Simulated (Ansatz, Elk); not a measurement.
# How far do independent atoms describe Cu2BiPb2?

Structure refinements treat a crystal as free atoms side by side. For a made-up structure of Cu2BiPb2 (cell and positions from a PBEsol relaxation) the runs below show what the calculated density changes in F(hkl).

Program: Elk 11.2.3 (patched build). Level of theory: DFT, PBE, all-electron APW+lo, Dirac cores, scalar-relativistic bands, static density, no spin. Results are calculated unless marked as measured.

The structure was built from a prototype and need not be the compound's stable phase.

## (1) The starting structure

Symmetry: I4/mmm, No. 139, tetragonal system. The conventional cell has a = 3.393 Å, b = 3.393 Å, c = 19.960 Å, α = 90.00°, β = 90.00°, γ = 90.00°. Bi has 4 Bi at 3.39 Å and 8 Pb at 3.58 Å nearest. Nearest to Pb lie 4 Cu at 2.88 Å and 4 Pb at 3.39 Å and 4 Bi at 3.58 Å. Nearest to Cu lie 4 Cu at 2.40 Å and 4 Pb at 2.88 Å. Farther neighbours are not listed.

## (2) Ground state and structure factors

An all-electron density is needed, since X-rays see the cores too. Task 0 finds the density and task 195 Fourier-transforms it; tshift is off so that phases refer to the origin typed.

File elk.in:

```
tasks
  0
  195

xctype
  20

spinpol
  .false.

rgkmax
  7.0

gmaxvr
  14.0

lmaxo
  7

lmaxapw
  8

swidth
  0.002

tshift
  .false.

ramdisk
  .false.

hmaxvr
  5.5

maxscl
  120

epspot
  1e-06

sppath
  './'

avec
  -3.20598588462 3.20598588462 18.85909767116
  3.20598588462 -3.20598588462 18.85909767116
  3.20598588462 3.20598588462 -18.85909767116

atoms
  3
  'Bi.in'
  1
  -0.0000000000 -0.0000000000 -0.0000000000   0.000000 0.000000 0.000000
  'Pb.in'
  2
  0.3668223990 0.3668223990 -0.0000000000   0.000000 0.000000 0.000000
  0.6331776010 0.6331776010 -0.0000000000   0.000000 0.000000 0.000000
  'Cu.in'
  2
  0.2500000000 0.7500000000 0.5000000000   0.000000 0.000000 0.000000
  0.7500000000 0.2500000000 0.5000000000   0.000000 0.000000 0.000000

ngridk
  9 9 9
```

On the command line:

```console
> OMP_NUM_THREADS=4 elk
```

Numbers of over 12 decimals in the logs are rounded to 6 here.

The log of the run:

```text
┌─────────────────────────┐
│ Elk code version 11.2.3 │
└─────────────────────────┘

All units are atomic (Hartree, Bohr, etc.)

┌─────────────────────────────────────────────────┐
│ Ground-state run starting from atomic densities │
└─────────────────────────────────────────────────┘

Lattice vectors :
  -3.205985885       3.205985885       18.85909767
   3.205985885      -3.205985885       18.85909767
   3.205985885       3.205985885      -18.85909767

Reciprocal lattice vectors :
 -0.5189626608E-18  0.9799146867      0.1665823418
  0.9799146867     -0.5189626608E-18  0.1665823418
  0.9799146867      0.9799146867      0.1421808424E-17

Unit cell volume      :    775.3612862
Brillouin zone volume :   0.3199156546

Muffin-tin inner radius fraction :   0.1000000000E-01

Nuclei treated as point charges

Species : 1 (Bi)
 parameters loaded from : Bi.in
 name : bismuth
 nuclear charge    :   -83.00000000
 electronic charge :    83.00000000
 atomic mass :    380947.9285
 muffin-tin radius :    2.800000000
 number of radial points in muffin-tin :   1393
 inner part over the whole radius :   0.9976520004E-02
 number on inner part of muffin-tin    :   1001
 approximate nuclear radius :   0.1052171418E-03
 number of mesh points to nuclear radius :    526
 atomic positions (lattice), magnetic fields (Cartesian) :
  1 :   0.00000000  0.00000000  0.00000000    0.00000000  0.00000000  0.00000000

Species : 2 (Pb)
 parameters loaded from : Pb.in
 name : lead
 nuclear charge    :   -82.00000000
 electronic charge :    82.00000000
 atomic mass :    377702.4943
 muffin-tin radius :    2.800000000
 number of radial points in muffin-tin :   1393
 inner part over the whole radius :   0.9993555083E-02
 number on inner part of muffin-tin    :   1001
 approximate nuclear radius :   0.1047603524E-03
 number of mesh points to nuclear radius :    525
 atomic positions (lattice), magnetic fields (Cartesian) :
  1 :   0.36682240  0.36682240  0.00000000    0.00000000  0.00000000  0.00000000
  2 :  -0.36682240 -0.36682240  0.00000000    0.00000000  0.00000000  0.00000000

Species : 3 (Cu)
 parameters loaded from : Cu.in
 name : copper
 nuclear charge    :   -29.00000000
 electronic charge :    29.00000000
 atomic mass :    115837.2717
 muffin-tin radius :    2.241974359
 number of radial points in muffin-tin :    993
 inner part over the whole radius :   0.9935813764E-02
 number on inner part of muffin-tin    :    700
 approximate nuclear radius :   0.7406004541E-04
 number of mesh points to nuclear radius :    337
 atomic positions (lattice), magnetic fields (Cartesian) :
  1 :   0.25000000 -0.25000000  0.50000000    0.00000000  0.00000000  0.00000000
  2 :  -0.25000000  0.25000000  0.50000000    0.00000000  0.00000000  0.00000000

Total number of atoms per unit cell :    5
Total muffin-tin volume :    370.2653442
 ratio of muffin-tin to unit cell volume :   0.4775391173

Spin treatment :
 spin-unpolarised

Number of Bravais lattice symmetries :   16
Number of crystal symmetries         :   16
Crystal has inversion symmetry
Real symmetric eigensolver will be used

k-point grid :      9     9     9
k-point offset :    0.000000000       0.000000000       0.000000000
k-point set is reduced with full crystal symmetry group
Total number of k-points :       75

Muffin-tin radius times maximum |G+k| :    7.000000000
 using average radius
Maximum |G+k| for APW functions       :    2.716558469
Maximum (1/2)|G+k|²                   :    3.689844956
Maximum |G| for potential and density :    14.00000000
Constant for pseudocharge density :   10
 order of it for each species :   17  17  17
 order of it for pair densities of each species (exact exchange by exxq0 0: 18) :   12  12   6
Radial integration step length :    1

G-vector grid sizes :     90    90    90
Number of G-vectors :    35969

Maximum angular momentum used for
 APW functions            :    8
 outer part of muffin-tin :    7
 inner part of muffin-tin :    2

Total nuclear charge    :   -305.0000000
[...]
Estimated indirect band gap :   0.1515057326E-02
 from k-point 33 to k-point 43
Estimated direct band gap   :   0.3437358551E-02
 at k-point 33

Charges :
 core                        :    228.0000000
 valence                     :    77.00000000
 interstitial                :    7.972811274
 muffin-tins (core leakage)
  species : 1 (Bi)
   atom 1                    :    81.09385323     (  0.6931617422E-03)
  species : 2 (Pb)
[...]
species : 3 (Cu)
[...]
total in muffin-tins        :    297.0271887
 total calculated charge     :    304.9957378
 total charge                :    305.0000000
 error                       :   0.4262243407E-02

RMS change in Kohn-Sham potential (target) :   0.2826125289     (  0.1000000000E-05)
Absolute change in total energy (target)   :   0.5202972633     (  0.1000000000E-03)

[... loops 3 to 18 left out ...]

┌──────────────────┐
│ Loop number : 19 │
└──────────────────┘

Energies :
 Fermi                       :     0.242393
 sum of occupied eigenvalues :     -41156.774744595
 electron kinetic            :      77353.787234664
 core electron kinetic       :      76576.342591992
 Coulomb                     :     -142787.90507096
 Coulomb potential           :     -116790.97827394
 nuclear-nuclear             :     -5499.3476675306
 electron-nuclear            :     -157890.62574800
 Hartree                     :      20602.068344568
 Madelung                    :     -84392.415933989
 xc potential                :     -1719.5837053198
 exchange                    :     -1296.6947003411
 correlation                 :     -18.031416161464
 electron entropic           :    -0.94405913648665E-03
 total energy                :     -66748.844896856

Density of states at Fermi energy :    74.33254885
 (states/Hartree/unit cell)

Estimated indirect band gap :   0.3382185732E-03
 from k-point 36 to k-point 70
Estimated direct band gap   :   0.4551246815E-02
 at k-point 31

Charges :
 core                        :    228.0000000
 valence                     :    77.00000000
 interstitial                :    7.284542645
 muffin-tins (core leakage)
  species : 1 (Bi)
[...]
species : 2 (Pb)
[...]
species : 3 (Cu)
[...]
total in muffin-tins        :    297.7154574
 total calculated charge     :    304.9959116
 total charge                :    305.0000000
 error                       :   0.4088409290E-02

RMS change in Kohn-Sham potential (target) :   0.6765498469E-07 (  0.1000000000E-05)
Absolute change in total energy (target)   :   0.1966580749E-04 (  0.1000000000E-03)

Convergence targets achieved

┌──────────────────┐
│ Loop number : 20 │
└──────────────────┘

Energies :
 Fermi                       :     0.242393
 sum of occupied eigenvalues :     -41156.774744555
 electron kinetic            :      77353.787232381
 core electron kinetic       :      76576.342591226
 Coulomb                     :     -142787.90506984
 Coulomb potential           :     -116790.97827406
 nuclear-nuclear             :     -5499.3476675306
 electron-nuclear            :     -157890.62574526
 Hartree                     :      20602.068342948
 Madelung                    :     -84392.415932813
 xc potential                :     -1719.5837028799
 exchange                    :     -1296.6947002002
 correlation                 :     -18.031416157458
 electron entropic           :    -0.94405909984403E-03
 total energy                :     -66748.844897877

Density of states at Fermi energy :    74.33254510
 (states/Hartree/unit cell)

Estimated indirect band gap :   0.3382152114E-03
 from k-point 36 to k-point 70
Estimated direct band gap   :   0.4551248934E-02
 at k-point 31

Charges :
 core                        :    228.0000000
 valence                     :    77.00000000
 interstitial                :    7.284542634
 muffin-tins (core leakage)
  species : 1 (Bi)
[...]
species : 2 (Pb)
[...]
atom 2                    :    80.40053718     (  0.1190464857E-02)
  species : 3 (Cu)
   atom 1                    :    27.89633381     (  0.3810565487E-03)
   atom 2                    :    27.89633381     (  0.3810565487E-03)
 total in muffin-tins        :    297.7154574
 total calculated charge     :    304.9959116
 total charge                :    305.0000000
 error                       :   0.4088409284E-02

┌──────────────────────────────┐
│ Self-consistent loop stopped │
└──────────────────────────────┘

Warning : the lowest level lies among the core levels :   -2.335798991      -2.530922540

Warning : core states of species 1 leak from the muffin-tin :   0.6692674309E-03

Warning : core states of species 2 leak from the muffin-tin :   0.1190464857E-02

Warning : core states of species 3 leak from the muffin-tin :   0.3810565487E-03

Wrote STATE.OUT
```

The job ended after 2.5 min (4 threads of Intel Xeon Platinum 8259CL at 2.50GHz (Skylake/Cascade Lake), shared host; peak memory 0.41 GiB; 7 min of CPU time).

SFACRHO.OUT:

```text

h k l indices transformed by vhmat matrix:
   1.000000000       0.000000000       0.000000000    
   0.000000000       1.000000000       0.000000000    
   0.000000000       0.000000000       1.000000000    

      h      k      l  multipl.   |H|            Re(F)            Im(F)           |F|

      0      0      0      1   0.0000000       305.00000      0.30654906E-15   305.00000    
      1      1     -1      2  0.33316468       8.1730330     -0.64294565E-14   8.1730330    
     -2     -2      2      2  0.66632937      -19.286872     -0.12425469E-13   19.286872    
      0     -1      1      8  0.99397307      -24.305884      -0.0000000       24.305884    
      3      3     -3      2  0.99949405       68.428714     -0.17982017E-13   68.428714    
     -2     -1      1      8   1.0999909       189.70871      -0.0000000       189.70871    
      3      2     -3      8   1.2860695       141.31643      -0.0000000       141.31643    
     -4     -4      4      2   1.3326587       243.79675     -0.22570482E-13   243.79675    
     -1      1      0      4   1.3858086       161.22620     -0.39411775E-16   161.22620    
     -1     -1      0      8   1.4252945       100.26217      0.95074922E-14   100.26217    
     -4     -3      4      8   1.5231438      -54.412963      -0.0000000       54.412963    
     -1     -3      2      8   1.5376802      -107.52064      0.10476295E-14   107.52064    
     -5     -5      5      2   1.6658234      -40.782084     -0.49569916E-13   40.782084    
      3      3     -4      8   1.7086410       147.21360      0.20703484E-13   147.21360    
      5      4     -5      8   1.7910769       24.030773      -0.0000000       24.030773    
      4      4     -5      8   1.9226141       137.86204     -0.24611682E-13   137.86204    
     -1      1     -1      4   1.9598294       226.64112      0.52757227E-14   226.64112    
      0      2     -2      8   1.9879461       10.548262     -0.96573999E-14   10.548262
```

Elk indexes on the primitive cell of elk.in and gives |H| = 4π sin θ/λ in inverse bohr. Below, one row stands for each form hkl of the conventional cell (m members, Friedel mates merged), F is for one primitive cell and the density is static (no thermal factor). Free-atom factors are Waasmaier and Kirfel's, and R is Σm||F|−|F'||/Σm|F|.

```
   hkl  m  sin θ/λ (Å⁻¹)  abs F, DFT  neutral atoms   diff.
   002  2          0.050       8.173          8.229  -0.056
   004  2          0.100      19.287         19.330  -0.043
   101  8          0.149      24.306         24.311  -0.005
   006  2          0.150      68.429         68.311  +0.118
   103  8          0.165     189.709        189.925  -0.216
   105  8          0.193     141.316        141.414  -0.098
   008  2          0.200     243.797        244.644  -0.847
   110  4          0.208     161.226        160.761  +0.465
   112  8          0.214     100.262        101.035  -0.773
   107  8          0.229      54.413         54.518  -0.105
   114  8          0.231     107.521        108.293  -0.772
0 0 10  2          0.251      40.782         41.562  -0.779
   116  8          0.257     147.214        147.983  -0.769
   109  8          0.269      24.031         24.076  -0.045
   118  8          0.289     137.862        137.313  +0.549
   200  4          0.295     226.641        227.139  -0.498
   202  8          0.299      10.548          9.997  +0.552
0 0 12  2          0.301       0.990          1.465  -0.475
```

## (3) The highest occupied states alone

An energy window below the Fermi level keeps the highest occupied states, to see at which angles they scatter; shallow core shells can lie inside it and anion s states outside. No new self-consistency is needed.

elk.in: that of step 2 with these lines changed.

```diff
@@ -1,3 +1,2 @@
 tasks
-  0
   195
@@ -40,2 +39,5 @@
 
+wsfac
+  -0.125100 0.542390
+
 sppath
```

On the command line:

```console
> OMP_NUM_THREADS=4 elk
```

The log of the run:

```text
┌─────────────────────────────────┐
│ Elk code version 11.2.3 started │
└─────────────────────────────────┘

Info(readinput): the functional depends on the density's gradient
 muffin-tin radial points multiplied by    2.00000
 (not where nrmtscf is given)

┌────────────────────┐
│ Current task : 195 │
└────────────────────┘
Info(checkmt): changed muffin-tin radius of species 3 (Cu) from   2.4000 to   2.2420

Info(sfacrho): density structure factors written to SFACRHO.OUT

 Energy window :  -0.1251000000      0.5423900000

┌──────────────────┐
│ Elk code stopped │
└──────────────────┘
```

Elapsed: 22 s, on 4 threads; peak memory 0.29 GiB.

States within 10 eV below the Fermi level hold 32.87 electrons; any levels below the window count with the cores, and a count that is not whole means the window cuts a band. Their amplitudes can exceed the total, where window and core parts have opposite phase:

```
hkl  sin θ/λ (Å⁻¹)  abs F, window  abs F, all
002          0.050         18.804       8.173
004          0.100         16.838      19.287
101          0.149          0.480      24.306
006          0.150         15.076      68.429
103          0.165          1.377     189.709
105          0.193          0.490     141.316
008          0.200         13.914     243.797
110          0.208         12.694     161.226
112          0.214         12.716     100.262
107          0.229          0.028      54.413
```

## (4) Another functional

The difference from free atoms is small, so it is set against the change that LDA (Perdew-Wang) makes.

elk.in: that of step 3 with these lines changed.

```diff
@@ -1,2 +1,3 @@
 tasks
+  0
   195
@@ -4,3 +5,3 @@
 xctype
-  20
+  3
 
@@ -39,5 +40,2 @@
 
-wsfac
-  -0.125100 0.542390
-
 sppath
```

On the command line:

```console
> OMP_NUM_THREADS=4 elk
```

The log of the run:

```text
┌─────────────────────────┐
│ Elk code version 11.2.3 │
└─────────────────────────┘

All units are atomic (Hartree, Bohr, etc.)

┌─────────────────────────────────────────────────┐
│ Ground-state run starting from atomic densities │
└─────────────────────────────────────────────────┘

Lattice vectors :
  -3.205985885       3.205985885       18.85909767
   3.205985885      -3.205985885       18.85909767
   3.205985885       3.205985885      -18.85909767

Reciprocal lattice vectors :
 -0.5189626608E-18  0.9799146867      0.1665823418
[...]
atom 2                    :    27.90792999     (  0.3969306025E-03)
 total in muffin-tins        :    297.7837150
 total calculated charge     :    304.9958558
 total charge                :    305.0000000
 error                       :   0.4144175249E-02

┌──────────────────────────────┐
│ Self-consistent loop stopped │
└──────────────────────────────┘

Warning : core states of species 1 leak from the muffin-tin :   0.6706686153E-03

Warning : core states of species 2 leak from the muffin-tin :   0.1198357339E-02

Warning : core states of species 3 leak from the muffin-tin :   0.3969306025E-03

Wrote STATE.OUT
[key lines of the parts left out:]
total energy                :     -66709.723061546
```

Elapsed: 1.8 min, on 4 threads; peak memory 0.34 GiB; 5.1 min of CPU time.

Against the first run R = 0.01 %; the largest change is -0.062 at 200.

## (5) Basis size

A smaller basis shows how fast F responds to it; the change is likely larger than the basis error of the first run, but doesn't show convergence.

elk.in: that of step 4 with these lines changed.

```diff
@@ -5,3 +5,3 @@
 xctype
-  3
+  20
 
@@ -11,3 +11,3 @@
 rgkmax
-  7.0
+  5.5
```

On the command line:

```console
> OMP_NUM_THREADS=4 elk
```

The log of the run:

```text
┌─────────────────────────┐
│ Elk code version 11.2.3 │
└─────────────────────────┘

All units are atomic (Hartree, Bohr, etc.)

┌─────────────────────────────────────────────────┐
│ Ground-state run starting from atomic densities │
└─────────────────────────────────────────────────┘

Lattice vectors :
  -3.205985885       3.205985885       18.85909767
   3.205985885      -3.205985885       18.85909767
   3.205985885       3.205985885      -18.85909767

Reciprocal lattice vectors :
 -0.5189626608E-18  0.9799146867      0.1665823418
[...]
total in muffin-tins        :    297.4871255
 total calculated charge     :    304.9961199
 total charge                :    305.0000000
 error                       :   0.3880073432E-02

┌──────────────────────────────┐
│ Self-consistent loop stopped │
└──────────────────────────────┘

Warning : the lowest level lies among the core levels :   -2.353375688      -2.540184506

Warning : core states of species 1 leak from the muffin-tin :   0.6719120191E-03

Warning : core states of species 2 leak from the muffin-tin :   0.1195558402E-02

Warning : core states of species 3 leak from the muffin-tin :   0.3825086753E-03

Wrote STATE.OUT
[key lines of the parts left out:]
total energy                :     -66748.534981871
```

The job ended after 2.8 min (4 threads; peak memory 0.38 GiB; 7.5 min of CPU time).

Against the first run R = 0.02 %; the largest change is +0.136 at 208.

## (6) Settings against the effect

```
              run  R against the first run (%)  R against neutral atoms, low angle (%)  wall time
    PBE, rgkmax 7                         0.00                                    0.39    2.5 min
LDA (Perdew-Wang)                         0.01                                    0.40    1.8 min
       rgkmax 5.5                         0.02                                    0.40    2.8 min
```

## (7) Results

| Item | Value |
| --- | --- |
| R against neutral atoms, sin θ/λ < 0.3 Å⁻¹ | 0.39 % |
| R against neutral atoms, 0.3 to 0.73 Å⁻¹ | 0.08 % |

In words: Independent neutral atoms miss the calculated amplitudes by R = 0.39 % below 0.3 Å⁻¹ and 0.08 % from there to 0.73 Å⁻¹; by shells, 0.10 % below 0.15 Å⁻¹ (3 forms), 0.40 % 0.15 to 0.3 (14 forms), 0.11 % 0.3 to 0.45 (26 forms), 0.08 % above 0.45 (106 forms). Bonding, aspherical density and the tables' own atoms all enter these figures, and the runs don't part them. The largest change of an amplitude is -0.85 electrons, at 008. Weak lines can change much in proportion: 0 0 12 goes from 1.46 to 0.99. The window's part falls from 32.9 electrons at the origin to at most 5.17 between 0.45 and 0.73 Å⁻¹, where compact states inside the window still scatter. Below 0.3 Å⁻¹ the changes that finished (LDA (Perdew-Wang) and rgkmax 5.5) move F by R = 0.03 % at most, against the 0.39 % that separates it from free atoms. The k-mesh has no finished test. These runs have no spin, though d or f shells may be open. Spin-orbit coupling is left out, which can matter for elements this heavy. Part of the difference isn't bonding: the tables are fits to free atoms and ions calculated by other methods than this functional. Thermal motion, anomalous dispersion and extinction are left out.

[Logs are printed without paths, hosts, clocks, repeated set-up lines and the standing remarks that a program may print on its own settings, such as how far it seeks lower states.]

[Hosts, paths, dates, database ids (printed as entryN), source tags and the programs' standing remarks are cut or masked in the printed files.]
